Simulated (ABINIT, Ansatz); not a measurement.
# K2LiScF6 (Fm-3m): one start, several treatments of the self-energy, part 2 of 2

How much does the gap of K2LiScF6 (Fm-3m) depend on the approximation to the self-energy?

ABINIT 10.8.3; LDA and many-body steps on it, plane waves. Known limits of the many-body steps: not at the basis limit; coarse k mesh.

So far. Step 5 (G0W0, von der Linden-Horsch plasmon pole): Against G0W0 in ABINIT (2×2×2 mesh, 131 bands, screening to 114.3 eV, Godby-Needs plasmon pole), the gap moves by +0.568 eV. Step 6 (G0W0, Engel-Farid plasmon pole): Against G0W0 in ABINIT (2×2×2 mesh, 131 bands, screening to 114.3 eV, Godby-Needs plasmon pole), the gap moves by +0.179 eV.

## Step 7: One-shot Hartree-Fock

This step: one-shot Hartree-Fock on LDA, plane waves, norm-conserving pseudopotentials.

run.abi reads:

```
acell 3*1.0 Angstrom
rprim 
  -0.000000000000 4.144804000000 4.144804000000
  4.144804000000 -0.000000000000 4.144804000000
  4.144804000000 4.144804000000 -0.000000000000
ntypat 4
znucl 19 3 21 9
natom 10
typat 1 1 2 3 4 4 4 4 4 4
xred 
  0.250000000000 0.250000000000 0.250000000000
  0.750000000000 0.750000000000 0.750000000000
  0.500000000000 0.500000000000 0.500000000000
  -0.000000000000 -0.000000000000 -0.000000000000
  0.245587000000 0.245587000000 0.754413000000
  0.245587000000 0.754413000000 0.754413000000
  0.754413000000 0.754413000000 0.245587000000
  0.245587000000 0.754413000000 0.245587000000
  0.754413000000 0.245587000000 0.754413000000
  0.754413000000 0.245587000000 0.245587000000
pp_dirpath "pseudos"
pseudos "K.upf, Li.upf, Sc.upf, F.upf"
ecut 36
ngkpt 2 2 2
nshiftk 1
shiftk 0 0 0
kptopt 1
chksymbreak 0
istwfk *1
occopt 1
irdwfk 1
optdriver 4
nband 41
gwcalctyp 5
ecutsigx 36
symsigma 1
nkptgw 1
kptgw 
  0.0000000000 0.0000000000 0.0000000000
bdgw 
  35 40
ixc_sigma 40
fftgw 31
indata_prefix "in"
outdata_prefix "out"
tmpdata_prefix "tmp"
```

The run is started by

```sh
$ OMP_NUM_THREADS=1 mpirun -n 4 abinit run.abi > log
```

Numbers of over 12 decimals in the logs are rounded to 6 here.

The log of the run:

```text
.Version 10.8.3 of ABINIT. v10.8.2 released Aug 2026.

 Symmetries : space group Fm -3 m (#225); Bravais cF (face-center cubic)
[... echo of the input left out ...]
== DATASET  1 ==================================================================
-   mpi_nproc: 4, omp_nthreads: 1 (-1 if OMP is not activated)

--- !DatasetInfo
iteration_state: {dtset: 1, }
dimensions: {natom: 10, nkpt: 3, mband: 41, nsppol: 1, nspinor: 1, nspden: 1, mpw: 9922, }
cutoff_energies: {ecut:  36.0, pawecutdg:  -1.0, }
[...]
38   6.321 -18.463 -10.219   0.000   1.000   0.000 -10.219   8.244  14.565
       39   6.321 -18.463 -10.219   0.000   1.000   0.000 -10.219   8.244  14.565
       40   6.321 -18.463 -10.219   0.000   1.000   0.000 -10.219   8.244  14.565

== END DATASET(S) ==============================================================
================================================================================

 -outvars: echo values of variables after computation  --------
           etotal      0.0000000000E+00
            nband          41
             nkpt           3
          spgroup         225
 [... the other variables as echoed above ...]

 Calculation completed.
```

It took 7.2 s on 4 MPI ranks of Arm Neoverse N1, shared host; peak memory 1.2 GiB; 28 s of CPU time.

This step gave:

```
quasiparticle gap on the points computed              : 22.31 eV
starting gap on the mesh                              : 6.751 eV
k of the valence top                                  : 0, 0, 0
k of the conduction bottom                            : 0, 0, 0
least direct quasiparticle gap on the computed points : 22.31 eV
```

Against G0W0 in ABINIT (2×2×2 mesh, 131 bands, screening to 114.3 eV, Godby-Needs plasmon pole), the gap moves by +10.097 eV.

## Step 8: Screening, 2×2×2 mesh, 131 bands, screening to 114.3 eV

This step: RPA screening on LDA, plane waves, norm-conserving pseudopotentials.

Edit run.abi of step 7 so:

```diff
@@ -31,14 +31,14 @@
 irdwfk 1
-optdriver 4
-nband 41
-gwcalctyp 5
-ecutsigx 36
-symsigma 1
-nkptgw 1
-kptgw 
-  0.0000000000 0.0000000000 0.0000000000
-bdgw 
-  35 40
-ixc_sigma 40
-fftgw 31
+optdriver 3
+nband 131
+ecuteps 4.2
+inclvkb 2
+awtr 1
+symchi 1
+gwcalctyp 2
+nfreqre 16
+freqremax 40 eV
+nfreqim 8
+spmeth 1
+nomegasf 120
 indata_prefix "in"
```

The log of the run:

```text
.Version 10.8.3 of ABINIT. v10.8.2 released Aug 2026.

 Symmetries : space group Fm -3 m (#225); Bravais cF (face-center cubic)
[... echo of the input left out ...]
== DATASET  1 ==================================================================
-   mpi_nproc: 4, omp_nthreads: 1 (-1 if OMP is not activated)

--- !DatasetInfo
iteration_state: {dtset: 1, }
dimensions: {natom: 10, nkpt: 3, mband: 131, nsppol: 1, nspinor: 1, nspden: 1, mpw: 9922, }
cutoff_energies: {ecut:  36.0, pawecutdg:  -1.0, }
electrons: {nelect:   7.40000000E+01, charge:   0.00000000E+00, occopt:   1.00000000E+00, tsmear:   1.00000000E-02, }

 SCREENING: Calculation of the susceptibility and dielectric matrices

 Based on a program developped by R.W. Godby, V. Olevano, G. Onida, and L. Reining.
 Incorporated in ABINIT by V. Olevano, G.-M. Rignanese, and M. Torrent.
.Using double precision arithmetic ; gwpc =  8

[... cell and pseudopotentials left out ...]
--------------------------------------------------------------------------------

 ==== K-mesh for the wavefunctions ====
 Number of points in the irreducible wedge :     3
[... list of points left out ...]
 Together with 48 symmetry operations and time-reversal symmetry
 yields     8 points in the full Brillouin Zone.

 ==== Q-mesh for the screening function ====
 Number of points in the irreducible wedge :     3
[... list of points left out ...]
 Together with 48 symmetry operations and time-reversal symmetry
 yields     8 points in the full Brillouin Zone.

 setmesh: FFT mesh size selected  =    40x   40x   40
          total number of points  =        64000

 vcoul_init : cutoff-mode = AUXILIARY_FUNCTION
 q-points for optical limit:   1
     1)      0.000010    0.000020    0.000030

- screening: taking advantage of time-reversal symmetry
- Maximum band index for partially occupied states nbvw = 37
- Remaining bands to be divided among processors   nbcw = 94
- Number of bands treated by each node ~23

 Number of electrons calculated from density =   74.0000; Expected =   74.0000
 average of density, n =  0.077000
 r_s =    1.4582
 omega_plasma =   26.7672 [eV]

 calculating chi0 at frequencies [eV] :
  1    0.000000E+00    0.000000E+00
  2    2.666667E+00    0.000000E+00
  3    5.333333E+00    0.000000E+00
[...]
23    0.000000E+00    6.817128E+01
 24    0.000000E+00    9.598590E+01

--------------------------------------------------------------------------------
  q-point number  1        q = ( 0.000000, 0.000000, 0.000000) [r.l.u.]
--------------------------------------------------------------------------------
[... chi0 elements left out ...]
  [... further frequencies ...]

 No. of calculated frequencies >  15, stop printing
 For q-point:  0.000010 0.000020 0.000030
  dielectric constant =   2.1506
  dielectric constant without local fields =   2.3674

  Average fulfillment of the sum rule on Im[epsilon] for q-point    1 :     39.00  [%]
[... wings left out ...]
  q-point number  2        q = ( 0.500000, 0.000000, 0.000000) [r.l.u.]
--------------------------------------------------------------------------------
[... chi0 elements left out ...]
  [... further frequencies ...]

 No. of calculated frequencies >  15, stop printing
  Average fulfillment of the sum rule on Im[epsilon] for q-point    2 :     44.40  [%]

 [... 1 further q-points ...]
```

Elapsed: 99 s, on 4 MPI ranks; peak memory 2.7 GiB; 6.6 min of CPU time.

This step gave:

| Quantity | Value |
| --- | --- |
| ε∞ with local fields, on this mesh, along the program's q direction | 2.151 |
| the same without local fields | 2.367 |
| plasma frequency | 26.77 eV |
| plane waves in the screening matrix | 411 |

## Step 9: G0W0, contour deformation

This step: G0W0 on LDA, plane waves, norm-conserving pseudopotentials.

Edit run.abi of step 8 so:

```diff
@@ -31,14 +31,14 @@
 irdwfk 1
-optdriver 3
+optdriver 4
 nband 131
+gwcalctyp 2
+ecutsigx 36
+symsigma 1
+nkptgw 1
+kptgw 
+  0.0000000000 0.0000000000 0.0000000000
+bdgw 
+  35 40
 ecuteps 4.2
-inclvkb 2
-awtr 1
-symchi 1
-gwcalctyp 2
-nfreqre 16
-freqremax 40 eV
-nfreqim 8
-spmeth 1
-nomegasf 120
+irdscr 1
 indata_prefix "in"
```

The log of the run:

```text
.Version 10.8.3 of ABINIT. v10.8.2 released Aug 2026.

 Symmetries : space group Fm -3 m (#225); Bravais cF (face-center cubic)
[... echo of the input left out ...]
== DATASET  1 ==================================================================
-   mpi_nproc: 4, omp_nthreads: 1 (-1 if OMP is not activated)

--- !DatasetInfo
iteration_state: {dtset: 1, }
dimensions: {natom: 10, nkpt: 3, mband: 131, nsppol: 1, nspinor: 1, nspden: 1, mpw: 9922, }
cutoff_energies: {ecut:  36.0, pawecutdg:  -1.0, }
[...]
36  -0.430 -22.439 -29.753   5.284   0.784  -0.276 -24.030  -1.591  -2.021
[...]
40   6.321 -18.463 -10.219  -3.639   0.809  -0.237 -14.739   3.724  10.045
       40   0.000   0.000   0.000  -0.000   0.000   0.000  -0.000  -0.000  -0.000

== END DATASET(S) ==============================================================
================================================================================

 -outvars: echo values of variables after computation  --------
           etotal      0.0000000000E+00
            nband         131
             nkpt           3
          spgroup         225
 [... the other variables as echoed above ...]

 Calculation completed.
```

It took 13 s on 4 MPI ranks; peak memory 1.6 GiB.

Numbers from this step:

```
G0W0 gap on the points computed              : 12.07 eV
starting gap on the mesh                     : 6.751 eV
k of the valence top                         : 0, 0, 0
k of the conduction bottom                   : 0, 0, 0
least direct G0W0 gap on the computed points : 12.07 eV
```

Against G0W0 in ABINIT (2×2×2 mesh, 131 bands, screening to 114.3 eV, Godby-Needs plasmon pole), the gap moves by −0.147 eV.

## Step 10: The runs together

Times are wall times on 4 MPI ranks of Arm Neoverse N1, shared host, good to a factor of about two. A run's time includes the screening step that it read.

| run | mesh | bands | screening cutoff (eV) | DFT gap (eV) | gap on the mesh (eV) | direct (eV) | ε∞ used | time |
| --- | --- | --- | --- | --- | --- | --- | --- | --- |
| G0W0, Godby-Needs plasmon pole | 2×2×2 | 131 | 114.3 | 6.751 | 12.213 | 12.213 | 2.15 | 98 s |
| G0W0, von der Linden-Horsch plasmon pole | 2×2×2 | 131 | 114.3 | 6.751 | 12.781 | 12.781 | 2.15 | 93 s |
| G0W0, Engel-Farid plasmon pole | 2×2×2 | 131 | 114.3 | 6.751 | 12.392 | 12.392 | 2.15 | 93 s |
| one-shot Hartree-Fock | 2×2×2 | - | - | 6.751 | 22.310 | 22.310 | - | 7.2 s |
| G0W0, contour deformation | 2×2×2 | 131 | 114.3 | 6.751 | 12.066 | 12.066 | 2.15 | 1.9 min |

## Step 11: Results

| Property | Result |
| --- | --- |
| G0W0, Godby-Needs plasmon pole | 12.213 eV |
| G0W0, von der Linden-Horsch plasmon pole | 12.781 eV |
| G0W0, Engel-Farid plasmon pole | 12.392 eV |
| one-shot Hartree-Fock | 22.310 eV |
| G0W0, contour deformation | 12.066 eV |
| known limits | not at the basis limit; coarse k mesh |

In words: G0W0, von der Linden-Horsch plasmon pole: +0.568 eV against G0W0, Godby-Needs plasmon pole. G0W0, Engel-Farid plasmon pole: +0.179 eV against G0W0, Godby-Needs plasmon pole. One-shot Hartree-Fock: +10.097 eV against G0W0, Godby-Needs plasmon pole. G0W0, contour deformation: −0.147 eV against G0W0, Godby-Needs plasmon pole. Bare exchange alone opens the gap to 22.31 eV; against G0W0, correlation takes back 10.10 eV. Bands and cutoff are finite, so the gap is not at the basis limit. The miss can reach some tenths of an eV and take either sign; the mesh is an error of its own. In the G0W0 runs levels were corrected at 1 k point alone, so a gap called «on the mesh» is the least over those, and an edge elsewhere would be missed. The 2×2×2 mesh is coarse for this cell, which bears on the long-range parts of exchange and screening.

[Paths, hosts, dates, memory and timing lines, banners, echoed tables and standing remarks are left out of the program output.]

[Logs are printed without paths, hosts, clocks, repeated set-up lines and the standing remarks that a program may print on its own settings, such as how far it seeks lower states.]

[Runs of the session that timed out or met a known fault of the program may be left out.]

[Hosts, paths, dates, database ids (printed as entryN), source tags and the programs' standing remarks are cut or masked in the printed files.]

[G0W0 gaps are taken among the corrected bands and points alone; a level outside them can change the order at an edge.]

[Where Ansatz stands beside ABINIT at settings called matched, ABINIT's density can come from a denser mesh and the files from another edition; pairs whose starting gaps differed by over 0.03 eV were left out, so agreement reads better than it is.]
